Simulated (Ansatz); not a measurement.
# Relaxing amorphous carbon (146 atoms), part 2 of 2

How does amorphous carbon (146 atoms) relax, and what do bonds, charges and levels look like afterwards?

Ansatz 0.2.0; Kohn-Sham DFT, PBE, PAW (set soft_2), plane waves.

The cell: 146 C. The quench rate of 100 K/ps far exceeds what a furnace or splat quench reaches. The starting topology of bonds comes from the classical model.

So far. Step 3 (Relaxation): The relaxation changed the energy by -251 meV/atom, and atoms moved by 0.27 Å r.m.s., 0.64 Å at most.

## 4. Distances and neighbours after relaxation

Bonds before and after, by the cutoffs listed below:

```
pair  bonds before  bonds after  mean before (Å)  mean after (Å)  spread before (Å)  spread after (Å)
 C-C           243          266            1.490           1.520              0.061             0.083
```

Density 3.22 g/cm³, 6.196 Å³ an atom.

Pair distribution function in bins of 0.2 Å:

```
r (Å)  total
 1.30   0.37
 1.50   3.11
 1.70   0.44
 1.90   0.00
 2.10   0.09
 2.30   0.95
 2.50   2.13
 2.70   1.46
 2.90   0.98
 3.10   0.86
 3.30   0.78
 3.50   0.84
 3.70   1.16
 3.90   1.02
 4.10   0.84
 4.30   0.97
 4.50   1.02
 4.70   1.04
```

Bonds by pair of elements; cutoffs follow the first minimum of g(r), held within bounds set by covalent radii, and pairs that aren't listed don't count as bonded:

```
pair A-B  cutoff (Å)  bonds  mean length (Å)  spread (Å)  shortest (Å)  B about A  A about B
     C-C        1.93    266             1.52       0.083          1.32       3.64       3.64
```

How many atoms have how many bonded neighbours:

```
element  mean   3   4
      C  3.64  52  94
```

Bond angles, per cent of each kind in bins of 5°:

```
angle (°)  C-C-C
    55–60    0.3
    60–65    0.0
    65–70    0.1
    70–75    0.0
    75–80    0.1
    80–85    0.4
    85–90    1.7
    90–95    4.4
   95–100    7.1
  100–105   12.1
  105–110   18.5
  110–115   19.0
  115–120   15.7
  120–125   11.0
  125–130    5.0
  130–135    2.8
  135–140    1.5
  140–145    0.3
```

Bond angles (no mean is given where the spread exceeds 20°):

```
angle  count  mean (°)  spread (°)
C-C-C    720       111        11.1
```

Bond length by coordination (bonds to H left out):

```
element  coordination  atoms  mean bond length (Å)
      C             3     52                  1.45
      C             4     94                  1.55
```

Rings of the network by King's shortest-path rule, up to 12 atoms, one path for each pair of neighbours; H, halogens, alkali and alkaline-earth atoms are left out, and the last column divides by all other atoms, bonded or not:

```
ring size (atoms)  rings  per network atom
                3      1             0.007
                4      5             0.034
                5     29             0.199
                6     80             0.548
                7     43             0.295
                8     39             0.267
                9      9             0.062
               10      4             0.027
```

By these cutoffs 64 % of C atoms have 4 bonded neighbours. The C-C-C angle averages 111° with a spread of 11°. Read as hybridisation, 64 % of the carbon is sp3 and 36 % sp2. Bonds at C atoms with 3 neighbours average 1.45 Å, against 1.55 Å at those with 4. Rings of 6 atoms are the most common (38 % of those counted); sizes run from 3 to 10.

## 5. Single point at the relaxed geometry

One more single point at the end of the walk gives the fuller output and checks the residual forces.

input.yaml reads:

```yaml
crystal:
  lattice:
    - [9.6713, 0.0, 0.0]
    - [0.0, 9.6713, 0.0]
    - [0.0, 0.0, 9.6713]
  atoms:
    - { symbol: C, position: [0.47454, 0.51279, 0.15322] }
    - { symbol: C, position: [0.81433, 0.33568, 0.61588] }
    - { symbol: C, position: [0.9969, 0.23783, 0.06695] }
    - { symbol: C, position: [0.95413, 0.39768, 0.09946] }
    - { symbol: C, position: [0.60271, 0.47955, 0.92643] }
    - { symbol: C, position: [0.69308, 0.88729, 0.92687] }
    - { symbol: C, position: [0.68934, 0.99265, 0.63389] }
    - { symbol: C, position: [0.85367, 0.60697, 0.95891] }
    - { symbol: C, position: [0.58839, 0.93343, 0.27294] }
    - { symbol: C, position: [0.61458, 0.29283, 0.7412] }
    - { symbol: C, position: [0.72764, 0.33414, 0.10316] }
    - { symbol: C, position: [0.12901, 0.25991, 0.97792] }
    - { symbol: C, position: [0.14386, 0.83535, 0.33839] }
    - { symbol: C, position: [0.7273, 0.65953, 0.03989] }
    - { symbol: C, position: [0.68073, 0.97551, 0.39094] }
    - { symbol: C, position: [0.72379, 0.81639, 0.07067] }
    - { symbol: C, position: [0.36616, 0.52202, 0.68709] }
    - { symbol: C, position: [0.18116, 0.6926, 0.69876] }
    - { symbol: C, position: [0.92638, 0.68601, 0.29874] }
    - { symbol: C, position: [0.20687, 0.89533, 0.88412] }
    - { symbol: C, position: [0.71207, 0.13667, 0.3735] }
    - { symbol: C, position: [0.50217, 0.499, 0.61957] }
    - { symbol: C, position: [0.48214, 0.20073, 0.92172] }
    - { symbol: C, position: [0.27558, 0.3803, 0.71773] }
    - { symbol: C, position: [0.27959, 0.79215, 0.78118] }
    - { symbol: C, position: [0.48429, 0.29296, 0.03969] }
    - { symbol: C, position: [0.35071, 0.68585, 0.8899] }
    - { symbol: C, position: [0.2098, 0.04553, 0.50063] }
    - { symbol: C, position: [0.76463, 0.49398, 0.58124] }
    - { symbol: C, position: [0.74932, 0.11209, 0.66332] }
    - { symbol: C, position: [0.81298, 0.83142, 0.82032] }
    - { symbol: C, position: [0.65437, 0.0318, 0.98795] }
    [... 108 atom lines left out ...]
    - { symbol: C, position: [0.94357, 0.69989, 0.56451] }
    - { symbol: C, position: [0.34194, 0.28528, 0.10761] }
    - { symbol: C, position: [0.55037, 0.6232, 0.22012] }
    - { symbol: C, position: [0.61952, 0.22211, 0.47423] }
    - { symbol: C, position: [0.20331, 0.49357, 0.0889] }
    - { symbol: C, position: [0.73118, 0.4461, 0.42699] }
kpoints:
  mp_grid: { grid: [2, 2, 2] }
hamiltonian:
  xc: pbe
scf:
  occupations: { method: fermi_dirac, width: 0.025 }
output:
  forces: true
  stress: true
  populations: true
  dos:
    method: { smearing: { sigma: 0.1 } }
    de: 0.1
    projected: { site_lists: { C: [C] } }
  eigenvalues: true
  write_density: true
  write_potential: true
  volumetric_format: npy
  elf: true
```

Launch:

```console
$ ansatz run input.yaml --threads 8 --pin off --max-ram 15872MiB --backend cpu --events-out ev --progress --plain --runs-dir out
```

Numbers of over 12 decimals in the logs are rounded to 6 here.

Output:

```text
[...]
Crystal: 146 atoms, lattice volume = 904.596 Å³
Basis set: ecut = 420 eV, 17773 PW (Γ), exchange–correlation on 144×144×144 points (8 copies of the dense FFT grid, shifted against one another)
Bands: 438, of which v1, the nominal top of the filled ones, is band 292 counted from 1 (291 counted from 0)
Symmetry: 1 space group operations
[...]
k-points: 8
[...]
SCF iter   1: F=—  HF=-36523.875987 eV  |F-HF|=—  |Δ(HF+E_count)|=         —  Δρ=1.64e-2  dr2=4.67e0  ethr=1.77e-3  ⟨swp⟩=6.0  Hψ=14163  notcnv=0  defer=841
[...]
SCF iter  12: F=-36522.966690 eV  HF=-36522.966690 eV  |F-HF|=1.12e-8  |Δ(HF+E_count)|=   8.96e-9  Δρ=6.12e-7  dr2=1.45e-8  ethr=1.71e-11  ⟨swp⟩=7.0  Hψ=16560  notcnv=0
SCF 1 converged in 12 iterations: F = -36522.966690 eV  dr2 = 1.45e-8
[...]
SCF converged after 12 iterations
Free energy (F): -36522.966690 eV
[...]
Internal energy: -36522.934601 eV  (E = F + TS)
E sigma→0 (E₀):  -36522.950646 eV
Entropy (-TS):   -0.032089 eV (-0.220 meV/atom)
Fermi energy:    12.502740 eV
[...]
--- Forces (eV/Å), atoms counted from 1 ---
  atom   1  C     -0.01772610     0.02297933    -0.01806436
  atom   2  C      0.00205047     0.00059698     0.00119138
  atom   3  C     -0.00020916    -0.00040624    -0.00031102
  atom   4  C      0.00240787    -0.00143507    -0.00023682
  atom   5  C     -0.01221657    -0.00520216     0.00984095
  atom   6  C     -0.00183120     0.00203033     0.00118285
  atom   7  C      0.00410449     0.00658564     0.00813466
  atom   8  C      0.00055625    -0.00252835    -0.00376580
  atom   9  C      0.00224217     0.00601455     0.00030175
  atom  10  C     -0.00793553    -0.00728078    -0.01051778
  atom  11  C      0.00283383     0.00143434     0.00426589
  atom  12  C     -0.00019921     0.00291792    -0.00138321
  atom  13  C     -0.00143393    -0.00239884     0.00355711
  atom  14  C      0.00163652    -0.00019673     0.00195437
[...]
atom 145  C     -0.00330262    -0.02538166     0.00539579
  atom 146  C     -0.00250756    -0.01968142     0.00904566
  max |Σ_I F_I| component: 1.56e-5 eV/Å
--- Stress (GPa, compression-positive) ---
       20.455317      10.737576      -2.279776
       10.737575      19.648701     -10.373708
       -2.279776     -10.373708       4.781710
  P = ⅓ Tr σ = 14.9619 GPa (149.619 kbar)
--- Band table (eV; the first three rows and the last of 8) ---
[...]
--- Löwdin populations: 146 sites ---
  site symbol       q [e]
     0      C      3.9399
     1      C      3.9544
     2      C      3.9708
[...]
145      C      3.9538
  spilling = 0.005351 (of n_electrons = 584.000000)
```

It took 1.8 min on 8 threads of Arm Neoverse V2, shared host; peak memory 12 GiB.

Read from the output:

- free energy: -36522.9667 eV
- free energy per atom: -250.1573 eV/atom
- SCF cycles: 12
- pressure: 14.96 GPa
- r.m.s. force component: 0.00565 eV/Å
- longest force: 0.03977 eV/Å
- Fermi energy: 12.5 eV
- levels partly filled by over 2 per cent: 12
- spilling of the projection: 0.005351

The mean of these charges, 0.021 e, is only the charge that the projection spills.

Löwdin charges by element and coordination (they lack the spilled electrons, 0.021 e an atom on average):

```
element  coordination  atoms  mean charge (e)  spread    least    most
      C           all    146           0.0214  0.0237  -0.0803  0.0767
      C             3     52           0.0093  0.0326  -0.0803  0.0767
      C             4     94           0.0281  0.0124   1.0e-4  0.0671
```

Density of states as counts of states in windows of 1 eV (from the Fermi level), total and the larger projections:

```
from (eV)  to (eV)  total   C p  C s
      -10       -9   34.1  28.3  5.6
       -9       -8   37.9  32.9  4.9
       -8       -7   42.8  38.3  4.3
       -7       -6   46.8  43.1  3.6
       -6       -5   47.4  44.4  2.9
       -5       -4   44.4  42.0  2.3
       -4       -3   34.7  33.0  1.6
       -3       -2   23.8  22.5  1.2
       -2       -1   14.8  13.9  0.8
       -1        0   12.6  11.6  0.8
        0        1   11.5  10.5  0.8
        1        2   14.4  12.6  1.4
        2        3   19.4  16.7  1.9
        3        4   15.8  12.0  2.8
        4        5   26.9  18.7  6.0
```

Between -23 and -10 eV lie 244 more states.

The levels nearest the highest filled one (over half full), pooled over k-points and spins:

```
level less the highest filled one (eV)  occupation
                               -0.0682        1.91
                               -0.0407        1.75
                               -0.0236        1.56
                               -0.0076        1.30
                               -0.0032        1.22
                                     0        1.16
                                0.0318       0.559
                                0.0383        0.46
                                0.0835       0.094
                                0.0998        0.05
                                 0.114       0.029
                                 0.123        0.02
```

ELF in the ac plane at fractional y = 0.273, with atoms of C within 0.2 Å of it. It is the smooth field of the valence electrons, not physical close to the nuclei.

Values, 13 rows by 16 columns, each cell a mean:
```
0.39 0.66 0.41 0.48 0.15 0.07 0.32 0.74 0.73 0.26 0.10 0.52 0.62 0.81 0.58 0.46
0.35 0.70 0.48 0.10 0.05 0.07 0.31 0.61 0.48 0.17 0.30 0.50 0.44 0.41 0.43 0.69
0.55 0.73 0.34 0.07 0.13 0.08 0.25 0.64 0.65 0.61 0.61 0.43 0.21 0.30 0.15 0.33
0.41 0.59 0.33 0.14 0.49 0.48 0.27 0.44 0.69 0.57 0.57 0.38 0.22 0.49 0.19 0.07
0.53 0.57 0.35 0.16 0.63 0.32 0.57 0.23 0.11 0.48 0.75 0.53 0.68 0.51 0.42 0.32
0.73 0.39 0.54 0.17 0.60 0.67 0.48 0.11 0.06 0.37 0.72 0.60 0.61 0.65 0.57 0.62
0.39 0.33 0.39 0.15 0.29 0.56 0.27 0.05 0.25 0.62 0.66 0.36 0.08 0.27 0.50 0.60
0.54 0.34 0.42 0.41 0.56 0.59 0.47 0.07 0.30 0.75 0.57 0.17 0.06 0.22 0.49 0.51
0.75 0.59 0.82 0.69 0.68 0.43 0.52 0.10 0.12 0.18 0.10 0.06 0.10 0.33 0.54 0.62
0.63 0.69 0.54 0.24 0.28 0.58 0.42 0.20 0.32 0.38 0.26 0.07 0.12 0.19 0.14 0.30
0.25 0.21 0.08 0.05 0.32 0.61 0.49 0.16 0.48 0.38 0.54 0.39 0.52 0.45 0.11 0.19
0.58 0.48 0.18 0.14 0.54 0.31 0.66 0.62 0.79 0.61 0.65 0.62 0.63 0.27 0.22 0.65
0.56 0.77 0.51 0.46 0.41 0.45 0.63 0.50 0.55 0.40 0.18 0.56 0.72 0.38 0.32 0.60
```
Columns run along a (9.7 Å), rows up along c (9.7 Å). Atoms in or near the plane, at fractional coordinates: C at (0.61, 0.74), C at (0.13, 0.98), C at (0.48, 0.04), C at (0.03, 0.85), C at (0.92, 0.53), C at (0.59, 0.16), C at (0.93, 0.38), C at (0.07, 0.59), C at (0.32, 0.36), C at (0.33, 0.62), C at (0.34, 0.11).

Valence density in the ac plane at fractional y = 0.273, with atoms of C within 0.2 Å of it. It is the smooth field of the valence electrons, not physical close to the nuclei.

Ten even steps from '_' (0.1 e/Å³) to '@' (2.2 e/Å³), each cell a mean:
```
::--**%%##++::..______::++**==..______..==++++------::
--++****==::..________..--==::..______..--======------
####**--..____________..::::::______....::::::::::--++
##%%**::______________..::--::............______..::++
++##++::______________..--++++++====--..__________..::
::====::..____________..--++%%@@%%**==..____..________
..::--::..____..::::......--==##%%##++::........______
..--==--..__..--++++--........::==##**==::::::..______
--++**==..__..==####**::________::++####**++--::::....
**####++::__..--**##++::________..==**##**++==++++====
******==::____::====::..________::==++==::::--++%%%%##
--::::::..____..::::..________::====--..____..--##%%**
..____....____..::--..______..--++++::..______::++##==
::............--++++--______..--====::________::++##++
++----====--==**####==..______..::..________..--**%%##
**####%%**++++**##%%++..____________________..::++**##
==**####++--::--++**--..______________________....::--
::----::....__..::--::..____........________________..
__....__________..::::..__..::==++--..________________
______________..--==--..__..--**%%**--........________
::..__________::++##**--::::==####**++----::..____..::
**==..______..--**####**++++**++==----==--::____..--**
**++==--::....::==++++**####**--......::--::..__..--**
====**##**==::........--**%%++::______::--==::....--==
```
Columns run along a (9.7 Å), rows up along c (9.7 Å). Atoms in or near the plane, at fractional coordinates: C at (0.61, 0.74), C at (0.13, 0.98), C at (0.48, 0.04), C at (0.03, 0.85), C at (0.92, 0.53), C at (0.59, 0.16), C at (0.93, 0.38), C at (0.07, 0.59), C at (0.32, 0.36), C at (0.33, 0.62), C at (0.34, 0.11).

Löwdin charges run from -0.08 to +0.08 e, about a mean that is the spilled charge alone. Within 0.4 eV of the Fermi level the largest share is C p (92 % of the projected weight).

Local excerpt of 16 atoms (numbers count through the whole input) about C9, whose charge lies farthest from its element's mean; x, y, z are measured from there.

```
atom      x      y      z  distance (Å)  bonds  Löwdin charge (e)
  C9   0.00   0.00   0.00          0.00      3              -0.08
C111   0.10  -0.79  -1.14          1.39      3               0.03
 C15   0.89   0.41   1.14          1.51      4               0.03
 C99  -0.82   1.24  -0.26          1.51      4               0.03
C104   0.45   2.10  -0.52          2.21      4               0.05
 C71  -1.07  -1.29  -1.75          2.43      3              -0.02
 C84  -0.01   0.41   2.44          2.48      4               0.02
 C21   1.20   1.97   0.97          2.50      4               0.01
 C55  -1.71   0.99  -1.53          2.50      4               0.04
C128   1.24   1.46  -1.65          2.53      3               0.01
 C16   1.31  -1.13  -1.96          2.61      4               0.04
 C40  -0.07  -2.02   1.70          2.64      3               0.03
 C33  -1.69   1.78   0.99          2.65      4               0.01
 C50   2.24  -0.30   1.39          2.65      4               0.05
 C65  -2.28  -0.46  -1.39          2.71      4               0.02
C123  -0.90  -2.47   0.69          2.72      3              -0.01
```

The column of bonds counts only the pairs C-C within 1.93 Å; other neighbours, such as metal atoms beside each other in a compound, aren't counted, and periodic images can show an atom twice.

## 6. Summary of results

- energy change in the relaxation: -250.7 meV/atom
- r.m.s. displacement: 0.265 Å
- largest displacement: 0.642 Å
- free energy per atom: -250.1573 eV/atom
- pressure: 14.96 GPa
- r.m.s. force component: 0.00565 eV/Å
- wall time of the 3 DFT runs: 16 min

What this shows: Relaxation lowers the energy by 251 meV/atom and moves atoms by 0.27 Å r.m.s.; the r.m.s. force component goes from 1.5 to 0.0056 eV/Å, the pressure goes from 20 to 15 GPa. By the final cutoffs 1 of 243 bonded pairs parted and 24 joined. First to last step the energy falls by 36.602 eV; the largest move, 0.64 Å, is that of C26. The C-C bonds go from 1.490 Å (spread 0.061) to 1.520 Å (spread 0.083), and their number from 243 to 266. Counting bonds as in the table, 64 % of C atoms have 4 bonded neighbours. Read as hybridisation, 64 % of the carbon is sp3 and 36 % sp2. 12 levels are partly filled, by over 2 % (on the run's k-points): no clear gap opens at this level. Levels of broken or missing bonds inside a gap of the host would look the same.

Caveats: The starting topology of bonds comes from the classical model; in DFT 1 of its 243 bonded pairs passed out of the cutoffs and 24 came within them. The stress is far from hydrostatic: its diagonal is 20.5, 19.6, 4.8 GPa, compression counted positive. The pressure of 15 GPa shows the cell to be compressed for this functional.

[Logs are printed without paths, hosts, clocks, repeated set-up lines and the standing remarks that a program may print on its own settings, such as how far it seeks lower states.]

[Hosts, paths, dates, database ids (printed as entryN), source tags and the programs' standing remarks are cut or masked in the printed files.]
